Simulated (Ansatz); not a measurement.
**RuS2 (Laurite): optical spectrum from first principles**

Wanted: where RuS2 (Laurite) starts to absorb, how strongly, and its refractive index.

Method: DFT, PBE, plane-wave PAW, default files, scalar-relativistic, independent-particle optical response without local fields, in Ansatz 0.2.0.

## (1) Set-up

The structure is cubic, space group Pa-3 (No. 205). Conventional cell: a = 5.611 Å, b = 5.611 Å, c = 5.611 Å, α = 90.00°, β = 90.00°, γ = 90.00°. Nearest to Ru lie 6 S at 2.35 Å. Nearest to S lie 1 S at 2.17 Å and 3 Ru at 2.35 Å. Farther neighbours and most contacts between anions are not listed.

## (2) Ground state and bands

The self-consistent density comes first; it also tells whether there is a gap, which decides the occupations and the need for a Drude term.

This step: DFT, PBE, plane-wave PAW, default files, scalar-relativistic, ground state (Ansatz 0.2.0).

The input, input.yaml:

```yaml
crystal:
  lattice:
    - [5.6106, 0.0, 0.0]
    - [0.0, 5.6106, 0.0]
    - [0.0, 0.0, 5.6106]
  atoms:
    - { symbol: Ru, position: [0.0, 0.5, 0.5] }
    - { symbol: Ru, position: [0.5, 0.5, 0.0] }
    - { symbol: Ru, position: [0.5, 0.0, 0.5] }
    - { symbol: Ru, position: [0.0, 0.0, 0.0] }
    - { symbol: S, position: [0.38831, 0.11169, 0.88831] }
    - { symbol: S, position: [0.11169, 0.88831, 0.38831] }
    - { symbol: S, position: [0.88831, 0.38831, 0.11169] }
    - { symbol: S, position: [0.61169, 0.61169, 0.61169] }
    - { symbol: S, position: [0.61169, 0.88831, 0.11169] }
    - { symbol: S, position: [0.88831, 0.11169, 0.61169] }
    - { symbol: S, position: [0.11169, 0.61169, 0.88831] }
    - { symbol: S, position: [0.38831, 0.38831, 0.38831] }
kpoints:
  mp_grid: { grid: [4, 4, 4] }
  band_path:
    path:
      - [[0.0, 0.0, 0.0], [0.0, 0.5, 0.0], [0.5, 0.5, 0.0], [0.0, 0.0, 0.0], [0.5, 0.5, 0.5], [0.0, 0.5, 0.0]]
      - [[0.5, 0.5, 0.0], [0.5, 0.5, 0.5]]
    npoints: 10
scf:
  occupations: { method: fermi_dirac, width: 0.05 }
  n_extra_bands: 16
hamiltonian:
  xc: pbe
  pseudopotentials: { kind: paw }
output:
  forces: true
  stress: true
  populations: true
  write_bands: true
```

Launch:

```
ansatz run input.yaml --threads 4 --pin off --max-ram 8192MiB --backend cpu --events-out ev --progress --plain --runs-dir out
```

Numbers of over 12 decimals in the logs are rounded to 6 here.

Log:

```text
scf.n_extra_bands = 16 over 56 filled bands (N_el = 112.0): the run solves 72 bands
Engine: ansatz 0.2.0, aarch64-unknown-linux-gnu
Pseudopotentials: kind: paw
Pseudopotential: Ru, paw, valence charge 16, recommended cutoff 420 eV (normal), Ru.paw.azcp
Pseudopotential: S, paw, valence charge 6, recommended cutoff 420 eV (normal), S.paw.azcp
Functional definition: PBE
  parameter kappa = 0.804
  parameter beta = 0.066725
  exchange = pbe_x(kappa = kappa, mu = beta*pi^2/3)
  correlation = pbe_c(beta = beta)
Crystal: 12 atoms, lattice volume = 176.615 Å³
Basis set: ecut = 420 eV, 3407 PW (Γ), exchange–correlation on 80×80×80 points (8 copies of the dense FFT grid, shifted against one another)
Bands: 72, of which v1, the nominal top of the filled ones, is band 56 counted from 1 (55 counted from 0)
Symmetry: 24 space group operations
Space group: Pa-3 (ITA 205), of the structure as read, at distance tolerance 5.6e-5 Å
k-points: 11 of 64
Non-local potential: Ru, projectors of the file, l = 0: 3, l = 1: 2, l = 2: 2, l = 3: 1
Non-local potential: S, projectors of the file, l = 0: 2, l = 1: 2, l = 2: 2
PAW form: soft (Blöchl's): semilocal exchange-correlation on the pseudo side does not see the compensation charge
PAW one-centre angular grid: Ru, 590 points (default); XC on 64 Gauss nodes
PAW one-centre angular grid: S, 110 points (default); XC on 64 Gauss nodes
Initial density: superposition of atomic densities (neutral atoms: chi_scale 0, normalization atom), corrected by the library's trained network
Initial wavefunctions: pseudopotential atomic-orbital guess
Functional: x = pbe(κ = 0.804, μ = 0.219515), c = pbe(β = 0.066725)
SCF iter   1: F=—  HF=-30737.952618 eV  |F-HF|=—  |Δ(HF+E_count)|=         —  Δρ=2.42e-3  dr2=9.19e-3  ethr=1.77e-3  ⟨swp⟩=6.9  Hψ=3163  notcnv=0  defer=14
preconditioner: auto → Resta (q_TF=auto, 2.529 Å⁻¹)  ε∞=8.2  [insulator: Δε(μ)=0.777 eV  Ē_g=9.292 eV  σ=0.050 eV  W_gap=1.00  n_scr=56 (ndim 8)  ℏωp=25.0 eV  f_vac=0.000  D(μ)=0.00/eV (n_scr^D=0)  ε∞_Penn≈8.2]
SCF iter   2: F=—  HF=-30737.950402 eV  |F-HF|=—  |Δ(HF+E_count)|=   2.22e-3  Δρ=1.28e-3  dr2=1.66e-3  ethr=8.21e-6  ⟨swp⟩=2.0  Hψ=1519  notcnv=0  defer=25
SCF iter   3: F=—  HF=-30737.951340 eV  |F-HF|=—  |Δ(HF+E_count)|=   9.38e-4  Δρ=2.29e-4  dr2=8.44e-5  ethr=1.48e-6  ⟨swp⟩=2.0  Hψ=993  notcnv=0  defer=25
SCF iter   4: F=—  HF=-30737.950508 eV  |F-HF|=—  |Δ(HF+E_count)|=   8.31e-4  Δρ=8.16e-5  dr2=1.07e-5  ethr=7.53e-8  ⟨swp⟩=2.4  Hψ=1054  notcnv=0  defer=25
iter 5 did not close the SCF: its close was put off for the readings that it lacked (scf_convergence_deferred on its scf_iter line)
SCF iter   5: F=-30737.950509 eV  HF=-30737.950509 eV  |F-HF|=2.84e-8  |Δ(HF+E_count)|=   5.10e-7  Δρ=7.73e-6  dr2=6.55e-8  ethr=9.59e-9  ⟨swp⟩=2.0  Hψ=1050  notcnv=0  defer=25
SCF iter   6: F=-30737.950509 eV  HF=-30737.950509 eV  |F-HF|=1.46e-9  |Δ(HF+E_count)|=   4.39e-8  Δρ=1.56e-6  dr2=2.52e-9  ethr=5.85e-11  ⟨swp⟩=7.7  Hψ=3551  notcnv=0
SCF 1 converged in 6 iterations: F = -30737.950509 eV  dr2 = 2.52e-9
  greatest PAW one-centre occupation: 0.998 electrons in one spin orbital (limit 2), on the Ru atom at site 1 (counted from 0), in its partial waves of l = 0
NSCF: frozen V_eff on 62 k-points
SCF converged after 6 iterations
Free energy (F): -30737.950509 eV
Harris-Foulkes:  -30737.950509 eV  (|F-HF|=1.46e-9)
Internal energy: -30737.950437 eV  (E = F + TS)
E sigma→0 (E₀):  -30737.950473 eV
Entropy (-TS):   -0.000072 eV (-0.006 meV/atom)
Fermi energy:    13.849882 eV
--- Per-component energies (eV) ---
  E_band       = -491.133486
  E_kinetic    = 2936.422267
  E_local      = -8130.836800  (includes V_loc(G=0)·N_el)
  E_nonlocal   = 1602.414958
  E_hartree    = 2849.428749
  E_xc         = -1546.974409
  E_vxc        = -1668.110537  (∫ρ·V_xc dr)
  E_paw        = -18648.001630  (= ΣΔE_a)
  E_vpaw       = -929.879342  (= ΣTr[D̂ρ^β])
  E_aug_tail   = -0.000730  (compensation charges beyond the density's cutoff)
  E_ewald      = -9800.402842
  E_smearing   = -0.000072  (= −TS)
  E_closure    = 0.000000  (closes the sum)
  Σ components = -30737.950509   (vs F -30737.950509, Δ=0.00e0)
--- Forces (eV/Å), atoms counted from 1 ---
  atom   1  Ru     0.00000000     0.00000000     0.00000000
  atom   2  Ru    -0.00000000     0.00000000    -0.00000000
  atom   3  Ru     0.00000000    -0.00000000    -0.00000000
  atom   4  Ru     0.00000000    -0.00000000    -0.00000000
  atom   5  S     -0.14849480     0.14849480    -0.14849480
  atom   6  S      0.14849480    -0.14849480    -0.14849480
  atom   7  S     -0.14849480    -0.14849480     0.14849480
  atom   8  S      0.14849480     0.14849480     0.14849480
  atom   9  S      0.14849480    -0.14849480     0.14849480
  atom  10  S     -0.14849480     0.14849480     0.14849480
  atom  11  S      0.14849480     0.14849480    -0.14849480
  atom  12  S     -0.14849480    -0.14849480    -0.14849480
  max |Σ_I F_I| component: 1.11e-16 eV/Å
--- Stress (GPa, compression-positive) ---
        3.722628      -0.000000       0.000000
       -0.000000       3.722628       0.000000
        0.000000       0.000000       3.722628
  P = ⅓ Tr σ = 3.7226 GPa (37.226 kbar)
--- Band table (eV; the first three rows and the last of 11) ---
  k-point 0: bands = [... 52 lower, 12.8689, 12.8689, 12.8689, 13.1845, 14.1490, 16.0229, 16.0229, 16.0229, ... 12 higher]
  k-point 1: bands = [... 52 lower, 12.8455, 12.9624, 13.1439, 13.2462, 14.7956, 15.6224, 15.8979, 16.0262, ... 12 higher]
  k-point 2: bands = [... 52 lower, 13.1189, 13.1189, 13.3960, 13.3960, 15.4885, 15.4885, 15.7442, 15.7442, ... 12 higher]
  k-point 10: bands = [... 52 lower, 12.7276, 12.7276, 12.7276, 12.7276, 15.6833, 15.6833, 15.6833, 15.6833, ... 12 higher]
--- Löwdin populations: 12 sites ---
  site symbol       q [e]
     0     Ru     15.9179
     1     Ru     15.9179
     2     Ru     15.9179
     3     Ru     15.9179
     4      S      5.9044
     5      S      5.9044
     6      S      5.9044
     7      S      5.9044
     8      S      5.9044
     9      S      5.9044
    10      S      5.9044
    11      S      5.9044
  spilling = 0.009757 (of n_electrons = 112.000000)
```

Wall time 9 s (4 threads of Arm Neoverse V1, shared host); peak memory 0.8 GiB.

Reading the cycles: dr2 is the Hartree energy of the density residual (eV), the measure of convergence; HF is the Harris–Foulkes estimate of the energy, which meets the free energy F at convergence.

Read-outs, printed or worked out from the files:

| Item | Value |
| --- | --- |
| free energy | -30737.9505 eV |
| Fermi energy | 13.85 eV |
| gap by band count | 0.7531 eV |
| electrons | 112 |
| symmetry operations | 24 |
| pressure | 3.723 GPa |
| volume | 176.6 Å³ |
| gap on the path | 0.7292 eV |
| least direct gap on the path | 0.9646 eV |

There is a gap, 0.73 eV on the path, so no carriers' term is needed. The cell is left with a pressure of 3.7 GPa and forces up to 0.26 eV/Å, as it stands unrelaxed at this level.

The electronic bands at the labelled points (eV, zero at the Fermi level; v1 is the highest filled band, c1 the lowest empty one):

| point | v4 | v3 | v2 | v1 | c1 | c2 | c3 | c4 |
| --- | --- | --- | --- | --- | --- | --- | --- | --- |
| Γ | -0.98 | -0.98 | -0.98 | -0.67 | 0.30 | 2.17 | 2.17 | 2.17 |
| halfway | -1.00 | -0.89 | -0.71 | -0.60 | 0.95 | 1.77 | 2.05 | 2.18 |
| X | -0.73 | -0.73 | -0.45 | -0.45 | 1.64 | 1.64 | 1.89 | 1.89 |
| halfway | -0.67 | -0.67 | -0.52 | -0.52 | 1.66 | 1.66 | 1.95 | 1.95 |
| M | -0.52 | -0.52 | -0.52 | -0.52 | 2.02 | 2.02 | 2.02 | 2.02 |
| halfway | -0.80 | -0.79 | -0.71 | -0.56 | 1.27 | 1.67 | 2.06 | 2.13 |
| Γ | -0.98 | -0.98 | -0.98 | -0.67 | 0.30 | 2.17 | 2.17 | 2.17 |
| halfway | -0.80 | -0.74 | -0.74 | -0.55 | 1.42 | 1.96 | 1.96 | 1.99 |
| R | -1.12 | -1.12 | -1.12 | -1.12 | 1.83 | 1.83 | 1.83 | 1.83 |
| halfway | -0.83 | -0.83 | -0.53 | -0.53 | 1.74 | 1.74 | 2.29 | 2.29 |
| X | -0.73 | -0.73 | -0.45 | -0.45 | 1.64 | 1.64 | 1.89 | 1.89 |
| jump to M | -0.52 | -0.52 | -0.52 | -0.52 | 2.02 | 2.02 | 2.02 | 2.02 |
| halfway | -0.79 | -0.79 | -0.79 | -0.79 | 2.01 | 2.01 | 2.01 | 2.01 |
| R | -1.12 | -1.12 | -1.12 | -1.12 | 1.83 | 1.83 | 1.83 | 1.83 |

## (3) Spectrum

The spectrum is a sum over vertical transitions between filled and empty bands at the fixed density, so many empty bands are needed.

This step: DFT, PBE, plane-wave PAW, default files, scalar-relativistic, independent-particle optical response without local fields (Ansatz 0.2.0).

input.yaml, the sections that differ from step 2:

```yaml
kpoints:
  mp_grid: { grid: [4, 4, 4] }
scf:
  occupations: { method: fixed }
output:
  optics:
    e_range: [0, 14]
    de: 0.05
    sigma: 0.15
    nscf_kmesh: { grid: [4, 4, 4] }
    bands: { spectra_wanted_up_to: 14 }
# crystal, hamiltonian: as in step 2
```

Log:

```text
[...]
Crystal: 12 atoms, lattice volume = 176.615 Å³
Basis set: ecut = 420 eV, 3407 PW (Γ)
Bands: 68, of which v1, the nominal top of the filled ones, is band 56 counted from 1 (55 counted from 0)
Symmetry: 24 space group operations
[...]
k-points: 11 of 64
[...]
SCF iter   1: F=—  HF=-30737.951996 eV  |F-HF|=—  |Δ(HF+E_count)|=         —  Δρ=2.43e-3  dr2=8.74e-3  ethr=1.77e-3  ⟨swp⟩=4.9  Hψ=2470  notcnv=0  defer=100
[...]
SCF iter   9: F=-30737.950289 eV  HF=-30737.950289 eV  |F-HF|=0.00e0  |Δ(HF+E_count)|=  1.46e-11  Δρ=3.55e-8  dr2=2.18e-12  ethr=1.00e-12  ⟨swp⟩=8.5  Hψ=2682  notcnv=0
SCF 1 converged in 9 iterations: F = -30737.950289 eV  dr2 = 2.18e-12
[...]
NSCF: frozen V_eff on 11 k-points
output.optics: what the bands over the 125 summed would add to eps1, eps2 and the energy-loss function is held between a lower and an upper bound (7 Lanczos steps). eps1, eps2 and their loss function (loss_summed_bands) are given on every row as the summed bands alone make them. Along an axis, on a row where the two bounds hold the loss function to about 1 % of the greater of itself and 0.5 % of |1/eps|, its cell (loss_completed) is given, with the completed eps1 and eps2 that it is formed of (a cell that is left empty reads nan in the table and null in the record). The two bounds hold it so along every axis on all 281 rows up to 14.000 eV. [rest of the remark cut]
SCF converged after 9 iterations
Free energy (F): -30737.950289 eV
[...]
Internal energy: -30737.950289 eV  (E = F + TS)
E sigma→0 (E₀):  -30737.950289 eV
Fermi energy:    13.395982 eV
[...]
--- Band table (eV; the first three rows and the last of 11) ---
  k-point 0: bands = [... 52 lower, 12.8689, 12.8689, 12.8689, 13.1845, 14.1490, 16.0229, 16.0229, 16.0229, ... 8 higher]
  k-point 1: bands = [... 52 lower, 12.8455, 12.9625, 13.1440, 13.2462, 14.7956, 15.6224, 15.8980, 16.0262, ... 8 higher]
  k-point 2: bands = [... 52 lower, 13.1190, 13.1190, 13.3960, 13.3960, 15.4885, 15.4885, 15.7442, 15.7442, ... 8 higher]
  k-point 10: bands = [... 52 lower, 12.7276, 12.7276, 12.7276, 12.7276, 15.6833, 15.6833, 15.6833, 15.6833, ... 8 higher]
```

It took 67 s on 4 threads; peak memory 1.7 GiB; 4.3 min of CPU time.

Read-outs, printed or worked out from the files:

| Item | Value |
| --- | --- |
| electronic dielectric constant ε∞, mean over x, y and z (by symmetry where fewer were run) | 16.79 |
| absorption onset, first axis (α over 10⁴ cm⁻¹, or the direct gap if that lies higher) | 1.743 eV |
| main peak of Im epsilon, first axis | 3.079 eV |
| photocurrent from vertical transitions in a film 500 nm thick on a perfect mirror (two passes), AM1.5G, no front reflection, all carriers collected | 25.95 mA/cm² |
| least direct gap on the mesh | 0.9645 eV |
| bands summed | 125 |
| spectra valid up to | 21.28 eV |
| program's estimate of the k-sum error in Im epsilon | 0.07 % |
| electrons in the f-sum | 75.10 |

Im ε, any direction against photon energy; read off at these points:

| photon energy (eV) | Im ε, any direction |
| --- | --- |
| 1.00 | 6.1e-4 |
| 1.50 | 0.229 |
| 2.00 | 3.73 |
| 2.50 | 17.2 |
| 3.00 | 29.4 |
| 3.10 | 29.7 |
| 3.50 | 26.8 |
| 4.00 | 19.8 |
| 4.50 | 14.8 |
| 5.00 | 10.4 |
| 5.50 | 8.03 |
| 6.00 | 7.41 |
| 6.50 | 6.61 |
| 7.00 | 7.36 |
| 7.50 | 8.63 |
| 7.90 | 9.06 |
| 8.00 | 8.84 |
| 8.50 | 5.96 |
| 9.00 | 5.35 |
| 9.50 | 6.55 |
| 10.00 | 6.74 |
| 10.50 | 4.86 |
| 11.00 | 4.33 |
| 11.50 | 4.43 |
| 12.00 | 3.61 |
| 12.50 | 3.45 |
| 13.00 | 3.06 |
| 13.50 | 2.91 |
| 14.00 | 2.64 |

The Re ε, any direction by photon energy:

photon energy (eV), Re ε, any direction and a bar from the least value:
```
      0.0       16.8 ##################
      0.5       17.1 ##################
      1.0       18.3 ###################
      1.5       20.9 ######################
      2.0       27.3 ###########################
      2.5       30.1 ##############################
      3.0       19.0 ####################
      3.5        5.5 ########
      4.0       -3.0 
      4.5       -3.2 
      5.0       -3.1 
      5.5       -1.4 ##
      6.0       -0.3 ###
      6.5        0.0 ###
      7.0        2.4 #####
      7.5        0.8 ####
      8.0       -1.3 ##
      8.5       -1.9 #
      9.0       -0.4 ###
      9.5        0.3 ###
     10.0       -2.4 #
     10.5       -2.4 #
     11.0       -1.9 #
     11.5       -2.0 #
     12.0       -2.1 #
     12.5       -1.8 #
     13.0       -2.0 #
     13.5       -1.7 #
     14.0       -2.1 #
```

Values under 1 per cm are given as 1. The absorption coefficient, any direction by photon energy:

| photon energy (eV) | absorption coefficient, any direction (1/cm) |
| --- | --- |
| 0.000 | 1 |
| 0.500 | 1 |
| 1.000 | 7.27 |
| 1.500 | 3805 |
| 2.000 | 72236 |
| 2.500 | 3.8e5 |
| 3.000 | 8.6e5 |
| 3.500 | 1.2e6 |
| 4.000 | 1.4e6 |
| 4.500 | 1.4e6 |
| 5.000 | 1.3e6 |
| 5.500 | 1.2e6 |
| 6.000 | 1.2e6 |
| 6.500 | 1.2e6 |
| 7.000 | 1.2e6 |
| 7.500 | 1.5e6 |
| 8.000 | 1.8e6 |
| 8.500 | 1.7e6 |
| 9.000 | 1.5e6 |
| 9.500 | 1.7e6 |
| 10.000 | 2.2e6 |
| 10.500 | 2.1e6 |
| 11.000 | 2.0e6 |
| 11.500 | 2.2e6 |
| 12.000 | 2.1e6 |
| 12.500 | 2.1e6 |
| 13.000 | 2.2e6 |
| 13.500 | 2.2e6 |
| 14.000 | 2.4e6 |

The loss function −Im 1/ε at q → 0, any direction by energy loss; read off at these points:

| energy loss (eV) | loss function −Im 1/ε at q → 0, any direction |
| --- | --- |
| 1.00 | 1.8e-6 |
| 1.50 | 5.3e-4 |
| 2.00 | 0.00491 |
| 2.50 | 0.0143 |
| 3.00 | 0.0240 |
| 3.50 | 0.0358 |
| 4.00 | 0.0494 |
| 4.50 | 0.0648 |
| 5.00 | 0.0883 |
| 5.50 | 0.121 |
| 6.00 | 0.135 |
| 6.50 | 0.151 |
| 6.65 | 0.166 |
| 7.00 | 0.123 |
| 7.50 | 0.115 |
| 8.00 | 0.111 |
| 8.50 | 0.153 |
| 9.00 | 0.186 |
| 9.50 | 0.152 |
| 10.00 | 0.132 |
| 10.50 | 0.165 |
| 11.00 | 0.195 |
| 11.50 | 0.188 |
| 12.00 | 0.208 |
| 12.50 | 0.227 |
| 13.00 | 0.231 |
| 13.50 | 0.259 |
| 14.00 | 0.231 |

Table of reflectivity at normal incidence, any direction by photon energy; read off at these points:

| photon energy (eV) | reflectivity at normal incidence, any direction (%) |
| --- | --- |
| 0.00 | 36.9 |
| 0.50 | 37.3 |
| 1.00 | 38.5 |
| 1.50 | 41.1 |
| 2.00 | 46.3 |
| 2.50 | 51.6 |
| 3.00 | 55.2 |
| 3.50 | 55.5 |
| 3.90 | 57.4 |
| 4.00 | 56.6 |
| 4.50 | 53.4 |
| 5.00 | 50.2 |
| 5.50 | 42.7 |
| 6.00 | 38.2 |
| 6.50 | 35.3 |
| 7.00 | 31.9 |
| 7.50 | 38.0 |
| 8.00 | 43.5 |
| 8.15 | 44.6 |
| 8.50 | 42.0 |
| 9.00 | 33.7 |
| 9.50 | 34.2 |
| 10.00 | 45.0 |
| 10.30 | 45.9 |
| 10.50 | 44.8 |
| 11.00 | 41.0 |
| 11.50 | 42.0 |
| 11.80 | 43.9 |
| 12.00 | 43.3 |
| 12.50 | 41.2 |
| 13.00 | 43.5 |
| 13.50 | 40.6 |
| 14.00 | 46.7 |

At chosen wavelengths:

| wavelength (nm) | n | k | R (%) | 1/α |
| --- | --- | --- | --- | --- |
| 1550 | 4.20 | 0.000 | 37.9 | over 1 mm |
| 1064 | 4.35 | 0.002 | 39.2 | 35 µm |
| 405 | 5.04 | 2.942 | 55.3 | 11 nm |
| 365 | 4.28 | 3.252 | 55.5 | 8.9 nm |
| 308 | 2.86 | 3.339 | 56.1 | 7.3 nm |
| 248 | 1.96 | 2.644 | 50.2 | 7.5 nm |
| 193 | 1.87 | 1.869 | 36.2 | 8.2 nm |

Rows near the edge hang on the gap, which this functional as a rule makes too small, and phonon-assisted absorption is left out.

The f-sum over the summed bands holds 75.1 of the cell's 112 electrons outside the frozen cores, 46 of which lie in bands more than 12 eV below the Fermi level, whose transitions come at higher energies. Up to 14 eV the strength has a mean oscillator energy of 5.2 eV, well above the main peak, so higher transitions carry much of it.

(Continued in part 2 of 2.)

[Logs are printed without paths, hosts, clocks, repeated set-up lines and the standing remarks that a program may print on its own settings, such as how far it seeks lower states.]

[Hosts, paths, dates, database ids (printed as entryN), source tags and the programs' standing remarks are cut or masked in the printed files.]
